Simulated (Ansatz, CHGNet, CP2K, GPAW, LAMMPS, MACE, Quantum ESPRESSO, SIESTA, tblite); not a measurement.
**SIESTA on Zn40S29Se11 with crystalline order left by the classical run (80 atoms): settings against a plane-wave reference**

Wanted: SIESTA inputs and outputs for Zn40S29Se11 with crystalline order left by the classical run (80 atoms), checked against a plane-wave reference.

Calculated with SIESTA 5.4.2; the method is named at each step.

**1. Set-up**

The cell holds 80 atoms: 40 Zn, 29 S and 11 Se. Its edges and angles: a = 11.843 Å, b = 11.843 Å, c = 11.843 Å, α = 90.0°, β = 90.0°, γ = 90.0°. 80 atoms (40 Zn, 29 S, 11 Se) placed at random at 4.41 g/cm³, melted at 2500 K for 10 ps at fixed volume with the Stillinger-Weber II-VI potential (Zhou et al., Phys. Rev. B 88, 085309 (2013)). Quenched from 2500 K to 300 K at 4 K/ps and fixed volume, annealed at 800 K for 50 ps, held 5 ps.

The yardstick, on the same geometry:

```
method                 : Kohn-Sham DFT, PBE, SSSP efficiency 1.3.0 pseudopotentials, plane waves (Quantum ESPRESSO 7.5); sssp-pbe-1.3.0-efficiency, cutoffs 45/360 Ry, Γ point
r.m.s. force component : 0.4211 eV/Å
longest force          : 2.329 eV/Å
pressure               : 0.934 GPa
time                   : 6 min on 4 MPI ranks of Arm Neoverse V2, shared host
CPU time               : 24 min
```

**2. PBE, DZP, shift 0.01 Ry, mesh 500 Ry**

Method: Kohn-Sham DFT, PBE, PseudoDojo 0.4.1 norm-conserving pseudopotentials (converted to PSML), numerical atomic orbitals (DZP), diagonalisation.

The .psml files are PseudoDojo norm-conserving potentials that we converted to this format, checked against plane waves on the same files for H, C, O, Si, Ge and Ca alone.

Contents of input.fdf:

```
SystemLabel cell
NumberOfAtoms 80
NumberOfSpecies 3
%block ChemicalSpeciesLabel
  1 30 Zn
  2 16 S
  3 34 Se
%endblock ChemicalSpeciesLabel
LatticeConstant 1.0 Ang
%block LatticeVectors
  11.84320 0.00000 0.00000
  0.00000 11.84320 0.00000
  0.00000 0.00000 11.84320
%endblock LatticeVectors
PAO.BasisSize DZP
PAO.EnergyShift 0.01 Ry
XC.Functional GGA
XC.Authors PBE
MeshCutoff 500 Ry
%block kgrid_Monkhorst_Pack
  1 0 0 0.0
  0 1 0 0.0
  0 0 1 0.0
%endblock kgrid_Monkhorst_Pack
SolutionMethod diagon
OccupationFunction FD
ElectronicTemperature 580 K
SCF.Mixer.Method Pulay
SCF.Mixer.Weight 0.15
SCF.Mixer.History 8
SCF.Mix Hamiltonian
MaxSCFIterations 300
SCF.DM.Tolerance 1e-04
SCF.H.Tolerance 1.0e-3 eV
WriteForces T
Write.HirshfeldPop T
Write.VoronoiPop T
Write.DM F
Write.H F
XML.Write F
AtomicCoordinatesFormat Fractional
%block AtomicCoordinatesAndAtomicSpecies
  0.87957 0.61085 0.47178 1
  0.23190 0.53856 0.07828 1
  0.45393 0.79534 0.77238 1
  0.34658 0.96446 0.04399 1
  0.98714 0.44231 0.20693 1
  0.30924 0.68890 0.60277 1
  0.53355 0.36585 0.10957 1
  0.28289 0.98487 0.42218 1
  0.80877 0.19056 0.11218 1
  0.33267 0.42078 0.79265 1
  0.14388 0.17198 0.65323 1
  0.88937 0.32783 0.66165 1
  0.79333 0.75414 0.74645 1
  0.56104 0.06797 0.28344 1
  0.09245 0.00554 0.12963 1
  0.16499 0.87528 0.82881 1
  0.95891 0.73178 0.03130 1
  0.71535 0.32393 0.37676 1
  0.02208 0.88716 0.57915 1
  0.14984 0.43788 0.48896 1
  0.62874 0.21650 0.82285 1
  0.06947 0.28874 0.95235 1
  0.58052 0.78695 0.47775 1
  0.41991 0.01815 0.67666 1
  0.91666 0.03162 0.83904 1
  0.99127 0.17753 0.40291 1
  0.69758 0.90586 0.04146 1
  0.73739 0.04863 0.56150 1
  0.27195 0.25075 0.23784 1
  0.83884 0.89460 0.30595 1
  0.69972 0.62596 0.20620 1
  0.31990 0.14530 0.92782 1
  0.60828 0.50392 0.63587 1
  0.53666 0.60468 0.92767 1
  0.42314 0.51650 0.35875 1
  0.44474 0.25839 0.52084 1
  0.05879 0.58368 0.76391 1
  0.41098 0.77610 0.21272 1
  0.13086 0.70842 0.31230 1
  0.80426 0.47236 0.93766 1
  0.76336 0.08795 0.95047 2
  0.85523 0.93930 0.67403 2
  0.36369 0.41927 0.19874 2
  0.57581 0.14367 0.63706 2
  0.54491 0.67161 0.31134 2
  0.80258 0.78334 0.15066 2
  0.55495 0.40886 0.46901 2
  0.18836 0.17204 0.07410 2
  0.65013 0.23122 0.21579 2
  0.67856 0.94458 0.40520 2
  0.10066 0.32307 0.32642 2
  0.40357 0.86096 0.53872 2
  0.64550 0.50928 0.05671 2
  0.90799 0.34586 0.04579 2
  0.13195 0.75748 0.67849 2
  0.90039 0.64225 0.86724 2
[... 20 atom lines left out ...]
  0.71520 0.66062 0.57834 3
  0.46129 0.30218 0.91500 3
  0.23021 0.88123 0.24823 3
  0.82242 0.49214 0.31468 3
%endblock AtomicCoordinatesAndAtomicSpecies
```

On the command line:

```sh
> OMP_NUM_THREADS=1 mpirun -np 2 siesta < input.fdf > output.txt
```

The program printed:

```text
Version         : 5.4.2
reinit: System Name:
reinit: System Label: cell
initatom: Reading input for the pseudopotentials and atomic orbitals ----------
Species number:   1 Atomic number:   30 Label: Zn
Species number:   2 Atomic number:   16 Label: S
Species number:   3 Atomic number:   34 Label: Se
Ground state valence configuration (from tables):   4s02  4p00  3d10  4f00
Ground state valence configuration (from tables):   3s02  3p04  3d00  4f00
Ground state valence configuration (from tables):   4s02  4p04  4d00  4f00
---- Processing specs for species: Zn
GGA--PBE XC_GGA_X_PBE--XC_GGA_C_PBE pb
Semicore shell(s) with  8 electrons included in the valence for Zn
---- Processing specs for species: S
GGA--PBE XC_GGA_X_PBE--XC_GGA_C_PBE pb
---- Processing specs for species: Se
GGA--PBE XC_GGA_X_PBE--XC_GGA_C_PBE pb
Semicore shell(s) with 10 electrons included in the valence for Se
Semicore shell(s): 3s 3p
Fallback to non-perturbative polarization scheme for Zn
Please see the manual if this is not desired in principle
Semicore shell(s): 3d
Fallback to non-perturbative polarization scheme for Se
Please see the manual if this is not desired in principle
Zn pseudopotential only contains V_ls up to l=2 -- lmxkb reset.
S pseudopotential only contains V_ls up to l=2 -- lmxkb reset.
Se pseudopotential only contains V_ls up to l=2 -- lmxkb reset.
Using PAO.SplitTailNorm
%block ChemicalSpeciesLabel
    1   30 Zn                      # Species index, atomic number, species label
    2   16 S                       # Species index, atomic number, species label
    3   34 Se                      # Species index, atomic number, species label
%endblock ChemicalSpeciesLabel
%block PAO.Basis                 # Define Basis set
Zn                    5                    # Species label, number of l-shells
 n=3   0   1                         # n, l, Nzeta
   2.063
   1.000
 n=4   0   2                         # n, l, Nzeta
   5.524      3.917
   1.000      1.000
 n=3   1   1                         # n, l, Nzeta
   2.281
[...]
3.525      2.132
[...]
S                     2                    # Species label, number of l-shells
[...]
n=3   1   2 P   1                   # n, l, Nzeta, Polarization, NzetaPol
[...]
Se                    4                    # Species label, number of l-shells
[...]
5.831      4.139
   1.000      1.000
 n=3   2   1                         # n, l, Nzeta
[...]
n=4   2   1                         # n, l, Nzeta
   5.831
   1.000
%endblock PAO.Basis
coor:   Atomic-coordinates input format  =     Fractional
siesta: System type = bulk
initatomlists: Number of atoms, orbitals, and projectors:     80  1335  1440
siesta: ******************** Simulation parameters ****************************
Total number of electrons:  1150.000000
Total ionic charge:  1150.000000
 Kpoints in:            1 . Kpoints trimmed:            1
siesta: k-grid: Number of k-points = 1
siesta: k-points from Monkhorst-Pack grid
siesta: k-cutoff (effective) =     5.922 Ang
siesta: k-point supercell and displacements
siesta: k-grid:     1     0     0      0.000
siesta: k-grid:     0     1     0      0.000
siesta: k-grid:     0     0     1      0.000
                     ====================================
                        Single-point calculation
                     ====================================
outcell: Unit cell vectors (Ang):
       11.843200    0.000000    0.000000
        0.000000   11.843200    0.000000
        0.000000    0.000000   11.843200
outcell: Cell vector modules (Ang)   :   11.843200   11.843200   11.843200
outcell: Cell angles (23,13,12) (deg):     90.0000     90.0000     90.0000
outcell: Cell volume (Ang**3)        :   1661.1436
Gamma-point calculation with multiply-connected orbital pairs
Gamma-point calculation with multiply-connected orbital pairs
Folding of H and S implicitly performed
Folding of H and S implicitly performed
new_DM -- step:     1
Initializing Density Matrix...
Attempting to read DM from file... Failed...
DM filled with atomic data:
InitMesh: MESH = 160 x 160 x 160 = 4096000
InitMesh: Mesh cutoff (required, used) =   500.000   504.433 Ry
stepf: Fermi-Dirac step function
        iscf     Eharris(eV)        E_KS(eV)     FreeEng(eV)     dDmax    Ef(eV) dHmax(eV)
   scf:    1  -270141.817798  -271653.171871  -271653.372097  1.168417  0.088748 41.344298
   scf:    2  -272806.735187  -272336.913493  -272336.926150  0.722517 -0.856174 18.555381
   scf:    3  -272502.977930  -272441.571676  -272441.642708  0.445220 -1.549198  8.273292
[...]
scf:   16  -272460.850040  -272460.850023  -272460.929216  0.000119 -1.796637  0.000379
   scf:   17  -272460.850028  -272460.850026  -272460.929217  0.000031 -1.796655  0.000219
SCF Convergence by DM+H criterion
max |DM_out - DM_in|         :     0.0000312983
max |H_out - H_in|      (eV) :     0.0002192428
SCF cycle converged after 17 iterations
Using DM_out to compute the final energy and forces
siesta: E_KS(eV) =          -272460.8500
siesta: E_KS - E_eggbox =   -272460.8500
siesta: Atomic forces (eV/Ang):
     1    0.367682    0.659097   -0.554339
     2    0.163040   -0.506656    0.356862
     3    0.457227    0.885741    0.449027
[...]
79    0.157222    0.150158   -0.348159
    80   -0.373541    0.203927    0.037546
----------------------------------------
   Tot   -0.007933    0.001427    0.008462
----------------------------------------
   Max    2.270684
   Res    0.489400    sqrt( Sum f_i^2 / 3N )
----------------------------------------
   Max    2.270684    constrained
Stress tensor Voigt[x,y,z,yz,xz,xy] (kbar):       -1.40       -0.89       -0.86       -7.16        8.93       -5.70
(Free)E + p*V (eV/cell)  -272459.8417
Target enthalpy (eV/cell)  -272460.9292
siesta: Program's energy decomposition (eV):
siesta: Ebs     =    -42158.408847
siesta: Eions   =    313794.209389
siesta: Ena     =     13892.596416
siesta: Ekin    =    127577.771378
siesta: Enl     =    -67328.289351
siesta: DEna    =      1307.963347
siesta: DUscf   =       151.170384
siesta: Ex      =    -32393.080590
siesta: Ec      =     -1874.772221
siesta: Exc     =    -34267.852811
siesta: Eharris =   -272460.850028
siesta: Etot    =   -272460.850026
siesta: FreeEng =   -272460.929217
siesta: Final energy (eV):
siesta:  Band Struct. =  -42158.408847
siesta:       Kinetic =  127577.771378
siesta:       Hartree =  112504.579127
siesta:         Exch. =  -32393.080590
siesta:         Corr. =   -1874.772221
siesta:   Exch.-corr. =  -34267.852811
siesta:  Ion-electron = -359617.764298
siesta:       Ion-ion = -118657.583422
siesta:         Total = -272460.850026
siesta:         Fermi =      -1.796655
siesta: Stress tensor (static) (eV/Ang**3):
siesta:    -0.000873   -0.003555    0.005571
siesta:    -0.003555   -0.000554   -0.004469
siesta:     0.005571   -0.004469   -0.000537
siesta: Cell volume =       1661.143650 Ang**3
siesta: Pressure (static):
siesta:                Solid            Molecule  Units
siesta:           0.00000713         -0.00002230  Ry/Bohr**3
siesta:           0.00065465         -0.00204731  eV/Ang**3
siesta:           1.04887294         -3.28015505  kBar
    Orbital volume contribution        =          31.195180 eV
    (Free)E + p_basis*V_orbitals       =     -272429.734036 eV
    (Free)Eharris+ p_basis*V_orbitals  =     -272429.734039 eV
Hirshfeld Atomic Populations:
Atom #   charge [q] valence [e]  Species
     1     0.597077   19.402923  Zn
     2     0.608624   19.391376  Zn
     3     0.542178   19.457822  Zn
[...]
41    -0.625370    6.625370  S
    42    -0.614974    6.614974  S
    43    -0.616125    6.616125  S
[...]
70    -0.593994   16.593994  Se
    71    -0.603416   16.603416  Se
    72    -0.340663   16.340663  Se
[...]
--------------------
 Total    -0.000125
Voronoi Atomic Populations:
Atom #   charge [q] valence [e]  Species
[...]
39     0.593621   19.406379  Zn
    40     0.608245   19.391755  Zn
[...]
68    -0.620830    6.620830  S
    69    -0.636818    6.636818  S
[...]
79    -0.527468   16.527468  Se
    80    -0.542197   16.542197  Se
--------------------
 Total    -0.000125
```

It took 2.1 min on 2 MPI ranks of Arm Neoverse V2, shared host; peak memory 1.8 GiB.

Banners, paths, timers and routine set-up lines are dropped from the logs unmarked, and long logs keep their key lines alone; longer cuts are marked.

Compared with the plane-wave run:

```yaml
r_m_s_force_component: 0.4894 eV/Å
r_m_s_difference_of_force_components: 134.1 meV/Å
longest_difference_of_force_vectors: 1070 meV/Å
force_difference_over_r_m_s_force: 31.86 %
slope_of_forces_against_the_reference_s: 1.125
correlation_of_force_components: 0.9677
pressure: 0.1049 GPa
pressure_difference: -0.8291 GPa
```

This run lies far from the reference in forces at the same functional. Basis and potentials both differ; the latter hold 1150 valence electrons against the reference's 1040.

Length of the force difference by element (eV/Å):

| element | atoms | mean | most |
| --- | --- | --- | --- |
| S | 29 | 0.13 | 1.1 |
| Se | 11 | 0.20 | 0.90 |
| Zn | 40 | 0.20 | 0.38 |

The surroundings of Se72, whose charge lies farthest from its element's mean, nearest first, numbered as they follow in the input and with coordinates relative to it.

| atom | x | y | z | distance (Å) | bonds | Hirshfeld charge (e) | Fx | Fy | Fz (eV/Å) |
| --- | --- | --- | --- | --- | --- | --- | --- | --- | --- |
| Se72 | 0.00 | 0.00 | 0.00 | 0.00 | 4 | -0.34 | -0.49 | -1.24 | 0.55 |
| S62 | -0.78 | 1.67 | -1.40 | 2.32 | 4 | -0.42 | 0.18 | 0.74 | -0.83 |
| Zn34 | 1.80 | -0.76 | -1.37 | 2.39 | 4 | 0.61 | 0.93 | 0.13 | -0.70 |
| Zn38 | 0.31 | 1.27 | 2.00 | 2.39 | 4 | 0.60 | 1.14 | 0.75 | 0.49 |
| Zn2 | -1.81 | -1.55 | 0.41 | 2.42 | 4 | 0.61 | 0.16 | -0.51 | 0.36 |
| S43 | -0.25 | -2.96 | 1.84 | 3.49 | 4 | -0.62 | -0.18 | 0.17 | -0.43 |
| Zn4 | -0.45 | 3.50 | 0.00 | 3.53 | 2 | 0.52 | 1.55 | 0.15 | 0.03 |
| S53 | 3.09 | -1.89 | 0.16 | 3.62 | 4 | -0.59 | 0.54 | 0.32 | -0.45 |
| Zn3 | 0.82 | 1.50 | -3.21 | 3.64 | 3 | 0.54 | 0.46 | 0.89 | 0.45 |
| S59 | 1.70 | 3.05 | 1.20 | 3.69 | 4 | -0.63 | -0.87 | 0.64 | 0.46 |
| S45 | 1.90 | 0.03 | 3.17 | 3.69 | 4 | -0.61 | -1.00 | 0.02 | 0.82 |

Forces lie 32 % from the reference's, at 0.17 times its CPU time (on 2 against 4 cores).

**3. PBE, SZ, shift 0.02 Ry, mesh 500 Ry**

Method: Kohn-Sham DFT, PBE, PseudoDojo 0.4.1 norm-conserving pseudopotentials (converted to PSML), numerical atomic orbitals (SZ), diagonalisation.

Changes to input.fdf since step 2:

```diff
@@ -14,4 +14,4 @@
 %endblock LatticeVectors
-PAO.BasisSize DZP
-PAO.EnergyShift 0.01 Ry
+PAO.BasisSize SZ
+PAO.EnergyShift 0.02 Ry
 XC.Functional GGA
```

On the command line:

```sh
> OMP_NUM_THREADS=1 siesta < input.fdf > output.txt
```

The program printed:

```text
Version         : 5.4.2
reinit: System Name:
reinit: System Label: cell
initatom: Reading input for the pseudopotentials and atomic orbitals ----------
Species number:   1 Atomic number:   30 Label: Zn
Species number:   2 Atomic number:   16 Label: S
Species number:   3 Atomic number:   34 Label: Se
Ground state valence configuration (from tables):   4s02  4p00  3d10  4f00
Ground state valence configuration (from tables):   3s02  3p04  3d00  4f00
Ground state valence configuration (from tables):   4s02  4p04  4d00  4f00
---- Processing specs for species: Zn
GGA--PBE XC_GGA_X_PBE--XC_GGA_C_PBE pb
Semicore shell(s) with  8 electrons included in the valence for Zn
---- Processing specs for species: S
GGA--PBE XC_GGA_X_PBE--XC_GGA_C_PBE pb
---- Processing specs for species: Se
[... lines left out ...]
Total number of electrons:  1150.000000
[... lines left out ...]
stepf: Fermi-Dirac step function
        iscf     Eharris(eV)        E_KS(eV)     FreeEng(eV)     dDmax    Ef(eV) dHmax(eV)
[... lines left out ...]
SCF Convergence by DM+H criterion
[... lines left out ...]
SCF cycle converged after 35 iterations
[... lines left out ...]
   Max    5.679034
[... lines left out ...]
   Max    5.679034    constrained
Stress tensor Voigt[x,y,z,yz,xz,xy] (kbar):       65.64       59.26       63.82       -9.25       12.94      -12.39
[... lines left out ...]
siesta: Etot    =   -272045.665385
siesta: FreeEng =   -272045.758890
siesta: Final energy (eV):
siesta:  Band Struct. =  -37284.914916
siesta:       Kinetic =  130944.640399
siesta:       Hartree =  116552.974028
siesta:         Exch. =  -33029.853222
siesta:         Corr. =   -1876.658161
siesta:   Exch.-corr. =  -34906.511384
siesta:  Ion-electron = -365407.192594
siesta:       Ion-ion = -119229.575835
siesta:         Total = -272045.665385
siesta:         Fermi =       3.663141
siesta: Stress tensor (static) (eV/Ang**3):
siesta:     0.040967   -0.007734    0.008077
siesta:    -0.007734    0.036985   -0.005773
siesta:     0.008077   -0.005773    0.039831
siesta: Cell volume =       1661.143650 Ang**3
siesta: Pressure (static):
siesta:                Solid            Molecule  Units
siesta:          -0.00042760         -0.00035439  Ry/Bohr**3
siesta:          -0.03926080         -0.03253854  eV/Ang**3
siesta:         -62.90274161        -52.13249304  kBar
    Orbital volume contribution        =          11.891509 eV
    (Free)E + p_basis*V_orbitals       =     -272033.867381 eV
    (Free)Eharris+ p_basis*V_orbitals  =     -272033.867382 eV
Hirshfeld Atomic Populations:
Atom #   charge [q] valence [e]  Species
     1     0.871064   19.128936  Zn
     2     0.886796   19.113204  Zn
     3     0.833635   19.166365  Zn
[...]
41    -0.896951    6.896951  S
    42    -0.881073    6.881073  S
    43    -0.883491    6.883491  S
[...]
70    -0.853809   16.853809  Se
    71    -0.866333   16.866333  Se
    72    -0.695494   16.695494  Se
[...]
--------------------
 Total    -0.000011
Voronoi Atomic Populations:
Atom #   charge [q] valence [e]  Species
[...]
39     0.996373   19.003627  Zn
    40     1.013676   18.986324  Zn
[...]
68    -1.004311    7.004311  S
    69    -1.018373    7.018373  S
[...]
79    -1.026994   17.026994  Se
    80    -0.998716   16.998716  Se
--------------------
 Total    -0.000010
```

Wall time 2.8 min (1 thread); peak memory 0.83 GiB.

Compared with the plane-wave run:

| Property | Result |
| --- | --- |
| r.m.s. force component | 1.022 eV/Å |
| r.m.s. difference of force components | 810.6 meV/Å |
| longest difference of force vectors | 7487 meV/Å |
| force difference over r.m.s. force | 192.5 % |
| slope of forces against the reference's | 1.595 |
| correlation of force components | 0.6568 |
| pressure | -6.29 GPa |
| pressure difference | -7.224 GPa |

This is a coarse setting, run to see what it loses.

Against the first run (32 %), the force difference from the reference is 193 %, at 0.67 times the CPU time (on 1 against 2 cores) (35 SCF steps against 17).

(Continued in part 2 of 2.)

[Also dropped from logs without a mark: logging warnings of Python, and SIESTA's first energy breakdown and zero terms.]

[Logs are printed without paths, hosts, clocks, repeated set-up lines and the standing remarks that a program may print on its own settings, such as how far it seeks lower states.]

[Hosts, paths, dates, database ids (printed as entryN), source tags and the programs' standing remarks are cut or masked in the printed files.]
